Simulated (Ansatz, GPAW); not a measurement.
# InS3I (model structure): optical spectrum from first principles

Aim: the dielectric function of InS3I (model structure), and the optical constants that follow from it. The cell was made here by substitution or stacking, whether or not such a phase is known. It was built so: All O replaced by S and Tl replaced by In in the R3m structure of TlIO3. The cell is first relaxed with Ansatz.

Program: GPAW 26.7.0. Level of theory: DFT, revPBE, plane-wave PAW (GPAW data sets), scalar-relativistic, RPA, optical limit. Results are calculated unless marked as measured.

**1. Set-up**

Symmetry: R3m, No. 160, trigonal system. The conventional cell has a = 7.643 Å, b = 7.643 Å, c = 9.662 Å, α = 90.00°, β = 90.00°, γ = 120.00°. I has 3 S at 2.21 Å nearest. Nearest to In lie 3 S at 3.57 Å. Nearest to S lie 1 I at 2.21 Å. All O replaced by S and Tl replaced by In in the R3m structure of TlIO3. Farther neighbours and most contacts between anions are not listed.

**2. Relaxation**

The structure was built or cut out here, so it is relaxed before any spectrum is computed.

This step: DFT, revPBE, plane-wave PAW, default files, scalar-relativistic, relaxation (Ansatz 0.2.0).

File input.yaml:

```yaml
crystal:
  lattice:
    - [3.82147996, 2.20633249, 3.22067733]
    - [-3.82147996, 2.20633249, 3.22067733]
    - [0.0, -4.41266497, 3.22067733]
  atoms:
    - { symbol: I, position: [0.50186733, 0.50186733, 0.50186733] }
    - { symbol: In, position: [0.00875085, 0.00875085, 0.00875085] }
    - { symbol: S, position: [0.46189709, 0.46189709, 0.90328765] }
    - { symbol: S, position: [0.46189709, 0.90328765, 0.46189709] }
    - { symbol: S, position: [0.90328765, 0.46189709, 0.46189709] }
kpoints:
  mp_grid: { grid: [4, 4, 4] }
scf:
  occupations: { method: fermi_dirac, width: 0.05 }
hamiltonian:
  xc: revpbe
output:
  forces: true
  stress: true
  write_density: true
  write_potential: true
  elf: true
  volumetric_format: npy
relax:
  f_tol: 0.02
  max_steps: 50
  cell: {}
```

Run with:

```bash
$ ansatz run input.yaml --threads 1 --pin off --max-ram 4096MiB --backend cpu --events-out ev --progress --plain --runs-dir out
```

Numbers of over 12 decimals in the logs are rounded to 6 here.

Log:

```text
Engine: ansatz 0.2.0, aarch64-unknown-linux-gnu
Pseudopotentials: kind: paw
Pseudopotential: I, paw, valence charge 17, recommended cutoff 420 eV (normal), I.paw.azcp
Pseudopotential: In, paw, valence charge 13, recommended cutoff 420 eV (normal), In.paw.azcp
Pseudopotential: S, paw, valence charge 6, recommended cutoff 420 eV (normal), S.paw.azcp
Functional definition: revPBE
  parameter kappa = 1.245
  parameter beta = 0.066725
  exchange = pbe_x(kappa = kappa, mu = beta*pi^2/3)
  correlation = pbe_c(beta = beta)
Crystal: 5 atoms, lattice volume = 162.930 Å³
Basis set: ecut = 420 eV, 3185 PW (Γ), exchange–correlation on 80×80×80 points (8 copies of the dense FFT grid, shifted against one another)
Bands: 29, of which v1, the nominal top of the filled ones, is band 24 counted from 1 (23 counted from 0)
Symmetry: 6 space group operations
Space group: R3m (ITA 160), of the structure as read, at distance tolerance 5.5e-5 Å
k-points: 13 of 64 (time reversal used)
Non-local potential: I, projectors of the file, l = 0: 2, l = 1: 2, l = 2: 2, l = 3: 2
Non-local potential: In, projectors of the file, l = 0: 2, l = 1: 2, l = 2: 2, l = 3: 2
Non-local potential: S, projectors of the file, l = 0: 2, l = 1: 2, l = 2: 2
PAW form: soft (Blöchl's): semilocal exchange-correlation on the pseudo side does not see the compensation charge
PAW frozen core: I, regenerated for the run's functional, and the local potential with it (the file was generated under x = pbe(κ = 0.804, μ = 0.219515), c = pbe(β = 0.066725))
PAW frozen core: In, regenerated for the run's functional, and the local potential with it (the file was generated under x = pbe(κ = 0.804, μ = 0.219515), c = pbe(β = 0.066725))
PAW frozen core: S, regenerated for the run's functional, and the local potential with it (the file was generated under x = pbe(κ = 0.804, μ = 0.219515), c = pbe(β = 0.066725))
PAW one-centre angular grid: I, 590 points (default); XC on 64 Gauss nodes
PAW one-centre angular grid: In, 590 points (default); XC on 64 Gauss nodes
PAW one-centre angular grid: S, 110 points (default); XC on 64 Gauss nodes
Initial density: superposition of atomic densities (neutral atoms: chi_scale 0, normalization atom), corrected by the library's trained network
Initial wavefunctions: pseudopotential atomic-orbital guess
Functional: x = revpbe(κ = 1.245, μ = 0.219515), c = pbe(β = 0.066725)
SCF iter   1: F=—  HF=-15833.800822 eV  |F-HF|=—  |Δ(HF+E_count)|=         —  Δρ=2.62e-3  dr2=1.33e-2  ethr=1.77e-3  ⟨swp⟩=8.5  Hψ=2204  notcnv=0
preconditioner: auto → Resta (q_TF=auto, 2.226 Å⁻¹)  ε∞=3.7  [insulator: Δε(μ)=1.254 eV  Ē_g=10.828 eV  σ=0.050 eV  W_gap=1.00  n_scr=26 (ndim 8)  ℏωp=17.9 eV  f_vac=0.037  D(μ)=0.00/eV (n_scr^D=0)  ε∞_Penn≈3.7]
SCF iter   2: F=—  HF=-15833.798806 eV  |F-HF|=—  |Δ(HF+E_count)|=   2.02e-3  Δρ=1.40e-3  dr2=3.91e-3  ethr=2.77e-5  ⟨swp⟩=2.1  Hψ=662  notcnv=0
SCF iter   3: F=—  HF=-15833.799841 eV  |F-HF|=—  |Δ(HF+E_count)|=   1.04e-3  Δρ=3.54e-4  dr2=2.58e-4  ethr=8.14e-6  ⟨swp⟩=2.3  Hψ=640  notcnv=0
SCF iter   4: F=—  HF=-15833.799985 eV  |F-HF|=—  |Δ(HF+E_count)|=   1.44e-4  Δρ=1.31e-4  dr2=3.84e-5  ethr=5.37e-7  ⟨swp⟩=2.0  Hψ=672  notcnv=0
SCF iter   5: F=—  HF=-15833.799911 eV  |F-HF|=—  |Δ(HF+E_count)|=   7.38e-5  Δρ=4.24e-5  dr2=5.11e-6  ethr=7.99e-8  ⟨swp⟩=2.0  Hψ=515  notcnv=0  defer=1
SCF iter   6: F=—  HF=-15833.799924 eV  |F-HF|=—  |Δ(HF+E_count)|=   1.26e-5  Δρ=1.50e-5  dr2=6.40e-7  ethr=1.06e-8  ⟨swp⟩=2.6  Hψ=630  notcnv=0  defer=1
SCF iter   7: F=-15833.799926 eV  HF=-15833.799926 eV  |F-HF|=1.88e-7  |Δ(HF+E_count)|=   1.97e-6  Δρ=4.77e-6  dr2=4.94e-8  ethr=2.08e-10  ⟨swp⟩=10.0  Hψ=2836  notcnv=0
SCF 1 converged in 7 iterations: F = -15833.799926 eV  dr2 = 4.94e-8
  greatest PAW one-centre occupation: 0.999 electrons in one spin orbital (limit 2), on the I atom at site 0 (counted from 0), in its partial waves of l = 2
relax step   1: F+E_penalty+E_count = -15833.79992603 eV  Δ(F+E_penalty+E_count) = +0.000e0 eV  max|allowed force component| = 2.509e0 eV/Å  Δτ_max = 0.0000 Å  P = +5.730 GPa  Ω = 162.930 Å³  (7 SCF iters, dr2 threshold 1.00e-7 eV, accepted)
Crystal: 5 atoms, lattice volume = 168.985 Å³
Basis set: ecut = 420 eV, 3299 PW (Γ), exchange–correlation on 80×80×80 points (8 copies of the dense FFT grid, shifted against one another)
Initial density: handed on by an earlier stage of this run
Initial wavefunctions: those handed on with the density
iter 1 solved again at ethr=1.29e-3 eV; its pass at ethr=3.10e-3 eV (dr2=6.19e-1 eV) is discarded
SCF iter   1: F=—  HF=-15834.659650 eV  |F-HF|=—  |Δ(HF+E_count)|=         —  Δρ=1.66e-2  dr2=6.21e-1  ethr=1.29e-3  ⟨swp⟩=1.0  Hψ=2467  notcnv=0
preconditioner: auto → Resta (q_TF=auto, 2.212 Å⁻¹)  ε∞=3.9  [insulator: Δε(μ)=0.428 eV  Ē_g=10.285 eV  σ=0.050 eV  W_gap=0.97  n_scr=26 (ndim 8)  ℏωp=17.6 eV  f_vac=0.052  D(μ)=0.03/eV (n_scr^D=0)  ε∞_Penn≈3.9]
SCF iter   2: F=—  HF=-15834.493903 eV  |F-HF|=—  |Δ(HF+E_count)|=   1.66e-1  Δρ=7.59e-3  dr2=1.08e-1  ethr=1.29e-3  ⟨swp⟩=3.1  Hψ=556  notcnv=0
SCF iter   3: F=—  HF=-15834.468702 eV  |F-HF|=—  |Δ(HF+E_count)|=   2.52e-2  Δρ=1.51e-3  dr2=3.98e-3  ethr=2.26e-4  ⟨swp⟩=3.1  Hψ=675  notcnv=0
SCF iter   4: F=—  HF=-15834.469469 eV  |F-HF|=—  |Δ(HF+E_count)|=   7.66e-4  Δρ=3.61e-4  dr2=4.37e-4  ethr=8.29e-6  ⟨swp⟩=2.0  Hψ=582  notcnv=0
SCF iter   5: F=—  HF=-15834.469739 eV  |F-HF|=—  |Δ(HF+E_count)|=   2.70e-4  Δρ=1.30e-4  dr2=3.79e-5  ethr=9.10e-7  ⟨swp⟩=2.6  Hψ=676  notcnv=0
SCF iter   6: F=—  HF=-15834.469778 eV  |F-HF|=—  |Δ(HF+E_count)|=   3.93e-5  Δρ=4.74e-5  dr2=7.12e-6  ethr=7.89e-8  ⟨swp⟩=2.0  Hψ=688  notcnv=0
SCF iter   7: F=—  HF=-15834.469782 eV  |F-HF|=—  |Δ(HF+E_count)|=   3.87e-6  Δρ=1.58e-5  dr2=7.02e-7  ethr=1.48e-8  ⟨swp⟩=2.0  Hψ=665  notcnv=0
SCF iter   8: F=-15834.469783 eV  HF=-15834.469783 eV  |F-HF|=1.14e-7  |Δ(HF+E_count)|=   1.20e-6  Δρ=6.04e-6  dr2=8.27e-8  ethr=1.04e-9  ⟨swp⟩=10.0  Hψ=2809  notcnv=0
SCF 2 converged in 8 iterations: F = -15834.469783 eV  dr2 = 8.27e-8
relax step   2: F+E_penalty+E_count = -15834.46978341 eV  Δ(F+E_penalty+E_count) = -6.699e-1 eV  max|allowed force component| = 1.681e-1 eV/Å  Δτ_max = 0.1948 Å  P = +0.087 GPa  Ω = 168.985 Å³  energy of the carried Pulay correction = -5.326e-4 eV  (8 SCF iters, dr2 threshold 5.00e-7 eV, accepted)
Crystal: 5 atoms, lattice volume = 171.141 Å³
Basis set: ecut = 420 eV, 3359 PW (Γ), exchange–correlation on 80×80×80 points (8 copies of the dense FFT grid, shifted against one another)
iter 1 solved again at ethr=1.01e-4 eV; its pass at ethr=3.10e-3 eV (dr2=4.86e-2 eV) is discarded
[...]
relax step   4: F+E_penalty+E_count = -15834.67536360 eV  Δ(F+E_penalty+E_count) = -1.087e-1 eV  max|allowed force component| = 9.845e-2 eV/Å  Δτ_max = 0.1945 Å  P = +0.258 GPa  Ω = 169.804 Å³  energy of the carried Pulay correction = -6.032e-4 eV  (7 SCF iters, dr2 threshold 5.00e-7 eV, accepted)
relax step   5: F+E_penalty+E_count = -15834.72730076 eV  Δ(F+E_penalty+E_count) = -5.194e-2 eV  max|allowed force component| = 8.708e-2 eV/Å  Δτ_max = 0.1640 Å  P = +0.485 GPa  Ω = 171.356 Å³  energy of the carried Pulay correction = -7.359e-4 eV  (7 SCF iters, dr2 threshold 5.00e-7 eV, accepted)
relax step   6: F+E_penalty+E_count = -15834.74120100 eV  Δ(F+E_penalty+E_count) = -1.390e-2 eV  max|allowed force component| = 6.585e-2 eV/Å  Δτ_max = 0.0284 Å  P = +0.013 GPa  Ω = 176.341 Å³  energy of the carried Pulay correction = -1.154e-3 eV  (6 SCF iters, dr2 threshold 5.00e-7 eV, accepted)
relax step   7: F+E_penalty+E_count = -15834.74211977 eV  Δ(F+E_penalty+E_count) = -9.188e-4 eV  max|allowed force component| = 1.179e-2 eV/Å  Δτ_max = 0.0144 Å  P = +0.004 GPa  Ω = 176.247 Å³  energy of the carried Pulay correction = -1.146e-3 eV  (5 SCF iters, dr2 threshold 2.71e-7 eV, accepted)
relax step   8: F+E_penalty+E_count = -15834.75524533 eV  Δ(F+E_penalty+E_count) = -1.313e-2 eV  max|allowed force component| = 1.239e-2 eV/Å  Δτ_max = 0.0000 Å  P = +0.146 GPa  Ω = 176.247 Å³  stress off target by 3.94e-1 GPa  SCF on the basis re-selected at this cell (its energy is not comparable with the rows above)  (7 SCF iters)
relax step   9: F+E_penalty+E_count = -15834.76224631 eV  Δ(F+E_penalty+E_count) = -7.001e-3 eV  max|allowed force component| = 3.344e-2 eV/Å  Δτ_max = 0.0372 Å  P = +0.110 GPa  Ω = 179.205 Å³  energy of the carried Pulay correction = -2.240e-4 eV  (6 SCF iters, dr2 threshold 3.87e-7 eV, accepted)
relax step  10: F+E_penalty+E_count = -15834.76677683 eV  Δ(F+E_penalty+E_count) = -4.531e-3 eV  max|allowed force component| = 4.153e-3 eV/Å  Δτ_max = 0.0438 Å  P = +0.052 GPa  Ω = 184.832 Å³  energy of the carried Pulay correction = -6.749e-4 eV  (7 SCF iters, dr2 threshold 1.34e-7 eV, accepted)
relax step  11: F+E_penalty+E_count = -15834.76715894 eV  Δ(F+E_penalty+E_count) = -3.821e-4 eV  max|allowed force component| = 3.740e-2 eV/Å  Δτ_max = 0.0218 Å  P = -0.037 GPa  Ω = 187.327 Å³  energy of the carried Pulay correction = -8.841e-4 eV  (7 SCF iters, dr2 threshold 7.53e-9 eV, accepted)
relax step  12: F+E_penalty+E_count = -15834.76729078 eV  Δ(F+E_penalty+E_count) = -1.318e-4 eV  max|allowed force component| = 2.712e-3 eV/Å  Δτ_max = 0.0191 Å  P = +0.009 GPa  Ω = 189.155 Å³  energy of the carried Pulay correction = -1.040e-3 eV  (6 SCF iters, dr2 threshold 8.74e-8 eV, accepted)
iter 1 solved again at ethr=9.51e-7 eV; its pass at ethr=3.10e-3 eV (dr2=4.56e-4 eV) is discarded
SCF iter   1: F=—  HF=-15834.744338 eV  |F-HF|=—  |Δ(HF+E_count)|=         —  Δρ=5.33e-4  dr2=3.46e-5  ethr=9.51e-7  ⟨swp⟩=3.0  Hψ=2918  notcnv=0
preconditioner: auto → Resta (q_TF=auto, 2.171 Å⁻¹)  ε∞=3.6  [insulator: Δε(μ)=0.738 eV  Ē_g=10.251 eV  σ=0.050 eV  W_gap=1.00  n_scr=26 (ndim 8)  ℏωp=16.6 eV  f_vac=0.150  D(μ)=0.00/eV (n_scr^D=0)  ε∞_Penn≈3.6]
SCF iter   2: F=—  HF=-15834.760398 eV  |F-HF|=—  |Δ(HF+E_count)|=   1.61e-2  Δρ=2.67e-4  dr2=3.34e-6  ethr=7.21e-8  ⟨swp⟩=3.0  Hψ=776  notcnv=0
SCF iter   3: F=—  HF=-15834.767357 eV  |F-HF|=—  |Δ(HF+E_count)|=   6.96e-3  Δρ=7.82e-5  dr2=1.55e-6  ethr=6.96e-9  ⟨swp⟩=3.2  Hψ=795  notcnv=0
SCF iter   4: F=—  HF=-15834.768145 eV  |F-HF|=—  |Δ(HF+E_count)|=   7.87e-4  Δρ=2.20e-5  dr2=7.51e-7  ethr=3.22e-9  ⟨swp⟩=3.0  Hψ=675  notcnv=0
SCF iter   5: F=—  HF=-15834.768196 eV  |F-HF|=—  |Δ(HF+E_count)|=   5.11e-5  Δρ=5.54e-6  dr2=1.62e-7  ethr=1.56e-9  ⟨swp⟩=2.0  Hψ=507  notcnv=0
SCF iter   6: F=—  HF=-15834.768197 eV  |F-HF|=—  |Δ(HF+E_count)|=   1.13e-6  Δρ=2.62e-6  dr2=5.07e-8  ethr=3.38e-10  ⟨swp⟩=2.0  Hψ=480  notcnv=0
SCF iter   7: F=—  HF=-15834.768197 eV  |F-HF|=—  |Δ(HF+E_count)|=   3.37e-8  Δρ=1.06e-6  dr2=7.18e-9  ethr=1.06e-10  ⟨swp⟩=2.0  Hψ=497  notcnv=0
SCF iter   8: F=—  HF=-15834.768197 eV  |F-HF|=—  |Δ(HF+E_count)|=   1.05e-8  Δρ=1.41e-7  dr2=6.19e-11  ethr=1.50e-11  ⟨swp⟩=2.0  Hψ=538  notcnv=0
SCF iter   9: F=-15834.768197 eV  HF=-15834.768197 eV  |F-HF|=1.09e-11  |Δ(HF+E_count)|=  1.86e-10  Δρ=4.47e-8  dr2=8.47e-12  ethr=1.00e-12  ⟨swp⟩=8.0  Hψ=2142  notcnv=0
SCF 13 converged in 9 iterations: F = -15834.768197 eV  dr2 = 8.47e-12
relax step  13: F+E_penalty+E_count = -15834.76819722 eV  Δ(F+E_penalty+E_count) = -9.064e-4 eV  max|allowed force component| = 2.601e-3 eV/Å  Δτ_max = 0.0000 Å  P = +0.007 GPa  Ω = 189.155 Å³  stress off target by 7.87e-3 GPa  SCF on the basis re-selected at this cell (its energy is not comparable with the rows above)  (9 SCF iters)
basis re-selected at this cell: Δ(F+E_penalty+E_count) = -9.064e-4 eV, ΔP = -0.003 GPa vs the last step (what re-selecting the basis moved, of the pressure what is left beyond the Pulay correction that the steps carried, after the strain that the cell walked since its last selection, with what the two solves' SCF thresholds leave and, on support functions, any second-order correction that the steps lacked; it is no m [...]
SCF converged after 9 iterations
Free energy (F): -15834.768197 eV
Harris-Foulkes:  -15834.768197 eV  (|F-HF|=1.09e-11)
Internal energy: -15834.768137 eV  (E = F + TS)
E sigma→0 (E₀):  -15834.768167 eV
Entropy (-TS):   -0.000060 eV (-0.012 meV/atom)
Fermi energy:    2.819743 eV
--- Per-component energies (eV) ---
  E_band       = -633.994428
  E_kinetic    = 740.566499
  E_local      = -4748.790519  (includes V_loc(G=0)·N_el)
  E_nonlocal   = 358.438406
  E_hartree    = 2110.085629
  E_xc         = -632.560065
  E_vxc        = -484.135961  (∫ρ·V_xc dr)
  E_paw        = -10783.174509  (= ΣΔE_a)
  E_vpaw       = -720.244187  (= ΣTr[D̂ρ^β])
  E_aug_tail   = 0.000017  (compensation charges beyond the density's cutoff)
  E_ewald      = -2879.255622
  E_core_change = -0.077973  (= ΣΔE_core)
  E_smearing   = -0.000060  (= −TS)
  E_closure    = 0.000000  (closes the sum)
  Σ components = -15834.768197   (vs F -15834.768197, Δ=0.00e0)
--- Forces (eV/Å), atoms counted from 1 ---
  atom   1  I      0.00000000    -0.00000000    -0.00253084
  atom   2  In     0.00000000    -0.00000000    -0.00260139
  atom   3  S      0.00000000     0.00186785     0.00171034
  atom   4  S      0.00161761    -0.00093393     0.00171034
  atom   5  S     -0.00161761    -0.00093393     0.00171034
  max |Σ_I F_I| component: 1.22e-6 eV/Å
--- Stress (GPa, compression-positive) ---
        0.007872       0.000000       0.000000
        0.000000       0.007872      -0.000000
        0.000000      -0.000000       0.004259
  P = ⅓ Tr σ = 0.0067 GPa (0.067 kbar)
--- Band table (eV; the first three rows and the last of 13) ---
  k-point 0: bands = [... 20 lower, 1.5020, 1.5020, 1.5443, 2.2908, 3.1634, 5.1576, 5.1576, 6.4819, ... 1 higher]
  k-point 1: bands = [... 20 lower, 1.3386, 1.4417, 2.0226, 2.0891, 3.7251, 4.9102, 5.4682, 6.2247, ... 1 higher]
  k-point 2: bands = [... 20 lower, 1.3041, 1.6596, 1.9683, 2.1374, 4.2107, 4.6222, 5.7742, 5.9882, ... 1 higher]
  k-point 12: bands = [... 20 lower, 1.9420, 1.9420, 1.9949, 2.4244, 3.1818, 4.1901, 4.1901, 6.9038, ... 1 higher]
--- Relaxed structure (11 steps of the walk, 11 accepted, 2 SCFs on fresh bases) ---
  F+E_penalty+E_count = -15834.76819722 eV   max|allowed force component| = 2.601e-3 eV/Å   (the final SCF, on the basis selected at the relaxed cell)
  cell:  # Å, volume = 189.1554 Å³
    - [3.665218, 2.116115, 4.064701]
    - [-3.665218, 2.116115, 4.064701]
    - [0, -4.232229, 4.064701]
  atoms:
    - { symbol: I, position: [0.517062, 0.517062, 0.517062] }
    - { symbol: In, position: [0.060228, 0.060228, 0.060228] }
    - { symbol: S, position: [0.413944, 0.413944, 0.932521] }
    - { symbol: S, position: [0.413944, 0.932521, 0.413944] }
    - { symbol: S, position: [0.932521, 0.413944, 0.413944] }
```

The job ended after 82 s (1 thread of Arm Neoverse V2, shared host; peak memory 0.41 GiB).

The steps of the relaxation:

| step | energy less that of the first step (eV) | largest force component (eV/Å) | pressure (GPa) | volume (Å³) |
| --- | --- | --- | --- | --- |
| 1 | 0.0000 | 2.5092 | 5.73 | 162.93 |
| 2 | -0.6699 | 0.1681 | 0.09 | 168.99 |
| 3 | -0.7668 | 0.1849 | -0.06 | 171.14 |
| 4 | -0.8754 | 0.0984 | 0.26 | 169.80 |
| 5 | -0.9274 | 0.0871 | 0.48 | 171.36 |
| 6 | -0.9413 | 0.0658 | 0.01 | 176.34 |
| 7 | -0.9422 | 0.0118 | 0.00 | 176.25 |
| 8* | -0.9553 | 0.0124 | 0.15 | 176.25 |
| 9 | -0.9623 | 0.0334 | 0.11 | 179.21 |
| 10 | -0.9669 | 0.0042 | 0.05 | 184.83 |
| 11 | -0.9672 | 0.0374 | -0.04 | 187.33 |
| 12 | -0.9674 | 0.0027 | 0.01 | 189.16 |
| 13* | -0.9683 | 0.0026 | 0.01 | 189.16 |

Relaxation steps marked * repeat the geometry before them on a plane-wave basis chosen anew for their cell, so energy and pressure can jump there.

Forces are held to the 6 operations that the run works with; a distortion that breaks them can't arise in this run.

| cell as run | before | after | change |
| --- | --- | --- | --- |
| a (Å) | 5.463 | 5.868 | +7.4 % |
| b (Å) | 5.463 | 5.868 | +7.4 % |
| c (Å) | 5.463 | 5.868 | +7.4 % |
| α (°) | 88.78 | 77.31 | -12.9 % |
| β (°) | 88.78 | 77.31 | -12.9 % |
| γ (°) | 88.78 | 77.31 | -12.9 % |
| volume (Å³/atom) | 32.59 | 37.83 | +16.1 % |

The atoms that moved most (Å, as changes of fractional coordinates times the final cell):

| atom | dx | dy | dz | length |
| --- | --- | --- | --- | --- |
| In2 | 0.000 | 0.000 | 0.628 | 0.628 |
| S4 | -0.283 | 0.163 | -0.271 | 0.424 |
| S5 | 0.283 | 0.163 | -0.271 | 0.424 |
| S3 | 0.000 | -0.327 | -0.271 | 0.424 |
| I1 | 0.000 | 0.000 | 0.185 | 0.185 |

Final coordinates:

```cif
data_structure
_symmetry_space_group_name_H-M 'P 1'
_symmetry_Int_Tables_number 1
_cell_length_a 5.8680
_cell_length_b 5.8680
_cell_length_c 5.8680
_cell_angle_alpha 77.307
_cell_angle_beta 77.307
_cell_angle_gamma 77.307
_cell_volume 189.16
loop_
_atom_site_label
_atom_site_type_symbol
_atom_site_fract_x
_atom_site_fract_y
_atom_site_fract_z
_atom_site_occupancy
I1 I 0.51706 0.51706 0.51706 1
In2 In 0.06023 0.06023 0.06023 1
S3 S 0.41394 0.41394 0.93252 1
S4 S 0.41394 0.93252 0.41394 1
S5 S 0.93252 0.41394 0.41394 1
```

The relaxation ends with a largest force component of 0.0026 eV/Å and a pressure of 0.01 GPa.

(Continued in part 2 of 3.)

[Machine, clock and banner lines and Python warnings are left out of the logs.]

[Logs are printed without paths, hosts, clocks, repeated set-up lines and the standing remarks that a program may print on its own settings, such as how far it seeks lower states.]

[Hosts, paths, dates, database ids (printed as entryN), source tags and the programs' standing remarks are cut or masked in the printed files.]
